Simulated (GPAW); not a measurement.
## BN (Qingsongite): optical spectrum from first principles

Aim: the dielectric function of BN (Qingsongite), and the optical constants that follow from it.

Method: DFT, PBE, plane-wave PAW (GPAW data sets), scalar-relativistic, RPA, optical limit, in GPAW 26.7.0.

**1. Set-up**

It takes space group F-43m (No. 216, cubic). Conventional cell: a = 3.615 Å, b = 3.615 Å, c = 3.615 Å, α = 90.00°, β = 90.00°, γ = 90.00°. Nearest to N lie 4 B at 1.57 Å. B has 4 N at 1.57 Å nearest. Farther neighbours and most contacts between anions are not listed.

Structure file:

```cif
data_structure
_symmetry_space_group_name_H-M 'P 1'
_symmetry_Int_Tables_number 1
_cell_length_a 2.5562
_cell_length_b 2.5562
_cell_length_c 2.5562
_cell_angle_alpha 60.000
_cell_angle_beta 60.000
_cell_angle_gamma 60.000
_cell_volume 11.81
loop_
_atom_site_label
_atom_site_type_symbol
_atom_site_fract_x
_atom_site_fract_y
_atom_site_fract_z
_atom_site_occupancy
N1 N 0.75000 0.75000 0.75000 1
B2 B 0.00000 0.00000 0.00000 1
```

**2. Bands for the response**

The response needs many more empty bands than the density does.

This step: DFT, PBE, plane-wave PAW (GPAW data sets), scalar-relativistic, bands at fixed density (GPAW 26.7.0).

nscf.py reads:

```python
from ase.dft.bandgap import bandgap
from gpaw import GPAW, FermiDirac

calc = GPAW('gs.gpw').fixed_density(kpts={'size': (19, 19, 19), 'gamma': True}, nbands=20, convergence={'bands': 14},
                                    occupations=FermiDirac(0.001), txt='nscf.txt')
print('gap (eV)', bandgap(calc, output=None)[0])
print('direct gap (eV)', bandgap(calc, direct=True, output=None)[0])
print('top band over the Fermi level (eV)', min(calc.get_eigenvalues(kpt=k)[13] for k in range(len(calc.get_ibz_k_points()))) - calc.get_fermi_level())
calc.write('full.gpw', mode='all')
```

Launch:

```console
$ OMP_NUM_THREADS=1 python nscf.py
```

Numbers of over 12 decimals in the logs are rounded to 6 here.

What it wrote:

```text
Diagonalizing LCAO Hamiltonian
Converting LCAO to pw mode
convergence criteria:
- Maximum integral of absolute [eigenst]ate change: 4e-08 eV^2 / valence electron
maximum number of iterations: 150

SCF iterations
|iter     |      energy | eigst |  dens |
|iter:   1||             | +2.94 |       |
|iter:   2||             | +1.25 |       |
|iter:   3||             | -1.08 |       |
|iter:   4||             | -2.87 |       |
|iter:   5||             | -5.01 |       |
|iter:   6||             | -6.64 |       |
|iter:   7||             | -7.89c|       |
SCF steps: 7
  __  _  _
 | _ |_)|_||  |
 |__||  | ||/\| - 26.7.0

Versions:
  Python: 3.12.14
  ASE:    3.29.0
  Numpy:  2.5.5
  Scipy:  1.18.1
  Libxc:  7.0.0

Input parameters:
  mode=PW(ecut=550.0),
  convergence={'bands': 14},
  gpts=array([14, 14, 14]),
  kpts=MonkhorstPack(size=(19, 19, 19), gamma=True),
  maxiter=150,
  nbands=20,
  occupations=Occupations(name='fermi-dirac', width=0.001, fixmagmom=False),
  parallel={},
  xc=XC(name='PBE')

--- standard output ---
gap (eV) 4.450335
direct gap (eV) 8.799241
top band over the Fermi level (eV) 26.141739
```

It took 22 s on 1 thread of Arm Neoverse V1, shared host; peak memory 0.17 GiB.

Read-outs, printed or worked out from the files:

```
gap on the k-mesh      : 4.450 eV
direct gap on the mesh : 8.799 eV
```

**3. Dielectric function, RPA**

Local fields let the induced charge screen the field inside the cell, which as a rule lowers ε, most along directions where the density is uneven.

This step: DFT, PBE, plane-wave PAW (GPAW data sets), scalar-relativistic, RPA, optical limit (GPAW 26.7.0).

df.py reads:

```python
from gpaw.response.df import DielectricFunction

df = DielectricFunction('full.gpw', frequencies={'type': 'nonlinear', 'domega0': 0.03, 'omega2': 8},
                        ecut=70,
                        eta=0.12,
                        nbands=14,
                        txt='df.txt')
for direction in ['x']:
    df.get_dielectric_function(xc='RPA', direction=direction, filename=f'df_{direction}.csv')
```

Launch:

```console
$ OMP_NUM_THREADS=1 python df.py
```

What it wrote:

```text
Using integrator: PointIntegrator
NonLinearFrequencyDescriptor(from 0.000 to 64.253 eV, 496 points)
Nonperiodic BCs:  [False False False]
Using integrator: PointIntegrator
NonLinearFrequencyDescriptor(from 0.000 to 64.253 eV, 496 points)
Nonperiodic BCs:  [False False False]

Calculating chi0 body with:
    Ground state adapter containing:
    Number of spins: 1
    Number of kpoints: 6859
    Number of irreducible kpoints: 220
    Number of completely occupied states: 4
    Number of partially occupied states: 4

    Linear response parametrization:
    q_c: [0.0, 0.0, 0.0]
    Number of frequency points: 496
    Planewave cutoff: 70.0
    Number of bands: 14
    Number of planewaves: 15
    Broadening (eta): 0.12

Integrating chi0 body.

Symmetries of q_c:
    Direct symmetries (Uq -> q): 24
    Indirect symmetries (TUq -> q): 24
In total 48 allowed symmetries.

220 groups of equivalent kpoints. 96.792535% reduction.

Integral kind: spectral function

Calculating chi0 optical extensions with:
    Ground state adapter containing:
    Number of spins: 1
    Number of kpoints: 6859
    Number of irreducible kpoints: 220
    Number of completely occupied states: 4
    Number of partially occupied states: 4

    Linear response parametrization:
    Number of frequency points: 496
    Planewave cutoff: 70.0
    Number of bands: 14
    Number of planewaves: 15
    Broadening (eta): 0.12
Integrating chi0 head and wings.

Symmetries of q_c:
    Direct symmetries (Uq -> q): 24
    Indirect symmetries (TUq -> q): 24
In total 48 allowed symmetries.

220 groups of equivalent kpoints. 96.792535% reduction.

Integral kind: spectral function wings
```

It took 4.2 s on 1 thread; peak memory 0.2 GiB.

This step gave:

| Item | Value |
| --- | --- |
| electronic dielectric constant ε∞, mean over x, y and z (by symmetry where fewer were run) | 4.517 |
| main peak of Im epsilon, first axis | 12.17 eV |

Values under the direct gap are tails of Lorentzian lines. The Im ε, E ∥ x by photon energy; read off at these points:

photon energy (eV), Im ε, E ∥ x and a bar:
```
     0.00        0.0 
     0.50        0.0 
     1.00        0.0 
     1.50        0.0 
     2.00        0.0 
     2.50        0.0 
     3.00        0.0 
     3.50        0.0 
     4.00        0.0 
     4.50        0.0 
     5.00        0.0 
     5.50        0.1 
     6.00        0.1 
     6.50        0.1 
     7.00        0.1 
     7.50        0.1 
     8.00        0.2 
     8.50        0.4 #
     9.00        1.9 ####
     9.50        4.3 #########
    10.00        7.3 ###############
    10.50        7.3 ###############
    11.00        9.6 ####################
    11.50       11.1 #######################
    12.00       14.1 #############################
    12.18       14.6 ##############################
    12.50       11.0 #######################
    13.00        8.9 ##################
    13.50        6.3 #############
    13.77        7.3 ###############
```

The Re ε, E ∥ x by photon energy:

| photon energy (eV) | Re ε, E ∥ x |
| --- | --- |
| 0.0 | 4.52 |
| 0.5 | 4.52 |
| 1.0 | 4.54 |
| 1.5 | 4.57 |
| 2.0 | 4.61 |
| 2.5 | 4.66 |
| 3.0 | 4.73 |
| 3.5 | 4.82 |
| 4.0 | 4.92 |
| 4.5 | 5.05 |
| 5.0 | 5.21 |
| 5.5 | 5.40 |
| 6.0 | 5.63 |
| 6.5 | 5.92 |
| 7.0 | 6.29 |
| 7.5 | 6.79 |
| 8.0 | 7.50 |
| 8.5 | 8.67 |
| 9.0 | 10.2 |
| 9.5 | 10.9 |
| 10.0 | 9.47 |
| 10.5 | 8.42 |
| 11.0 | 8.21 |
| 11.5 | 7.85 |
| 12.0 | 2.98 |
| 12.5 | -1.84 |
| 13.0 | -3.60 |
| 13.5 | -0.859 |

Values under the direct gap are tails of Lorentzian lines. Table of Im ε, E ∥ x by photon energy; read off at these points:

| photon energy (eV) | without local fields | with local fields |
| --- | --- | --- |
| 0.00 | 0 | 0 |
| 0.50 | 0.00290 | 0.00269 |
| 1.00 | 0.00587 | 0.00545 |
| 1.50 | 0.00897 | 0.00833 |
| 2.00 | 0.0123 | 0.0114 |
| 2.50 | 0.0159 | 0.0148 |
| 3.00 | 0.0200 | 0.0185 |
| 3.50 | 0.0246 | 0.0228 |
| 4.00 | 0.0300 | 0.0278 |
| 4.50 | 0.0365 | 0.0337 |
| 5.00 | 0.0445 | 0.0411 |
| 5.50 | 0.0545 | 0.0503 |
| 6.00 | 0.0678 | 0.0623 |
| 6.50 | 0.0858 | 0.0788 |
| 7.00 | 0.112 | 0.103 |
| 7.50 | 0.154 | 0.140 |
| 8.00 | 0.232 | 0.210 |
| 8.50 | 0.451 | 0.404 |
| 9.00 | 2.13 | 1.87 |
| 9.50 | 4.80 | 4.25 |
| 10.00 | 8.14 | 7.34 |
| 10.50 | 7.98 | 7.31 |
| 11.00 | 10.5 | 9.56 |
| 11.50 | 12.3 | 11.1 |
| 12.00 | 15.3 | 14.1 |
| 12.18 | 15.8 | 14.6 |
| 12.50 | 11.6 | 11.0 |
| 13.00 | 8.83 | 8.86 |
| 13.50 | 6.58 | 6.28 |
| 13.77 | 7.62 | 7.32 |

The loss function −Im 1/ε at q → 0, E ∥ x has structure finer than the step of the table below, so its rows give means over 0.5 eV, whole bins alone (the curve runs from 0 to 14.0 eV). Peaks (eV: height): 13.43: 0.159.

Values under the direct gap are tails of Lorentzian lines. Table of loss function −Im 1/ε at q → 0, E ∥ x by energy loss; means over each step:

| energy loss (eV) | loss function −Im 1/ε at q → 0, E ∥ x |
| --- | --- |
| 0.5 | 1.3e-4 |
| 1.0 | 2.6e-4 |
| 1.5 | 4.0e-4 |
| 2.0 | 5.4e-4 |
| 2.5 | 6.8e-4 |
| 3.0 | 8.3e-4 |
| 3.5 | 9.8e-4 |
| 4.0 | 0.00115 |
| 4.5 | 0.00132 |
| 5.0 | 0.00152 |
| 5.5 | 0.00173 |
| 6.0 | 0.00197 |
| 6.5 | 0.00225 |
| 7.0 | 0.00259 |
| 7.5 | 0.00305 |
| 8.0 | 0.00376 |
| 8.5 | 0.00574 |
| 9.0 | 0.0161 |
| 9.5 | 0.0299 |
| 10.0 | 0.0472 |
| 10.5 | 0.0553 |
| 11.0 | 0.0586 |
| 11.5 | 0.0608 |
| 12.0 | 0.0665 |
| 12.5 | 0.0859 |
| 13.0 | 0.107 |
| 13.5 | 0.149 |

Refractive index n and extinction k against photon energy:

| photon energy (eV) | n | k |
| --- | --- | --- |
| 0.0 | 2.13 | 0 |
| 0.5 | 2.13 | 6.3e-4 |
| 1.0 | 2.13 | 0.00128 |
| 1.5 | 2.14 | 0.00195 |
| 2.0 | 2.15 | 0.00266 |
| 2.5 | 2.16 | 0.00342 |
| 3.0 | 2.18 | 0.00425 |
| 3.5 | 2.20 | 0.00519 |
| 4.0 | 2.22 | 0.00626 |
| 4.5 | 2.25 | 0.00751 |
| 5.0 | 2.28 | 0.00900 |
| 5.5 | 2.32 | 0.0108 |
| 6.0 | 2.37 | 0.0131 |
| 6.5 | 2.43 | 0.0162 |
| 7.0 | 2.51 | 0.0205 |
| 7.5 | 2.61 | 0.0269 |
| 8.0 | 2.74 | 0.0384 |
| 8.5 | 2.94 | 0.0686 |
| 9.0 | 3.21 | 0.292 |
| 9.5 | 3.36 | 0.633 |
| 10.0 | 3.27 | 1.12 |
| 10.5 | 3.13 | 1.17 |
| 11.0 | 3.23 | 1.48 |
| 11.5 | 3.27 | 1.70 |
| 12.0 | 2.95 | 2.39 |
| 12.5 | 2.15 | 2.55 |
| 13.0 | 1.73 | 2.57 |
| 13.5 | 1.66 | 1.90 |

From ε follow the optical constants at some laser and lamp lines:

| wavelength (nm) | n | k | R (%) | 1/α |
| --- | --- | --- | --- | --- |
| 1064 | 2.13 | 0.001 | 13.1 | 57 µm |
| 800 | 2.14 | 0.002 | 13.2 | 32 µm |
| 532 | 2.15 | 0.003 | 13.4 | 13 µm |
| 450 | 2.17 | 0.004 | 13.6 | 9.3 µm |
| 405 | 2.18 | 0.004 | 13.7 | 7.4 µm |
| 308 | 2.22 | 0.006 | 14.4 | 3.9 µm |
| 193 | 2.42 | 0.016 | 17.3 | 980 nm |

Below the direct gap, k and the depth come from the tails of the Lorentzian lines, not from transitions.

**4. Outcome**

- electronic dielectric constant ε∞, mean over x, y and z (by symmetry where fewer were run) (RPA): 4.52
- main peak of Im epsilon, first axis: 12.2 eV

At this level (PBE, RPA) BN has ε∞ = 4.52 and n = 2.13 at 1550 nm, and Im ε peaks at 12.2 eV. On the mesh the gap is 4.45 eV and the least direct gap 8.80 eV, so on this mesh the band edges lie at different points. Local fields change the static value along x from 4.70 to 4.52 (-4 %). Distinct maxima of Im ε, read by a parabola through the highest points, lie at 9.97 eV (7.5), 10.37 eV (7.9), 12.17 eV (15) and 13.76 eV (7.3). Excitons and phonon-assisted transitions are missing; PBE gaps are as a rule too small, which pulls the onset down and ε∞ up. The sum runs over mesh points, so small or evenly spaced maxima can still be ripples of the mesh.

[Machine, clock and banner lines and Python warnings are left out of the logs.]

[Logs are printed without paths, hosts, clocks, repeated set-up lines and the standing remarks that a program may print on its own settings, such as how far it seeks lower states.]

[Hosts, paths, dates, database ids (printed as entryN), source tags and the programs' standing remarks are cut or masked in the printed files.]
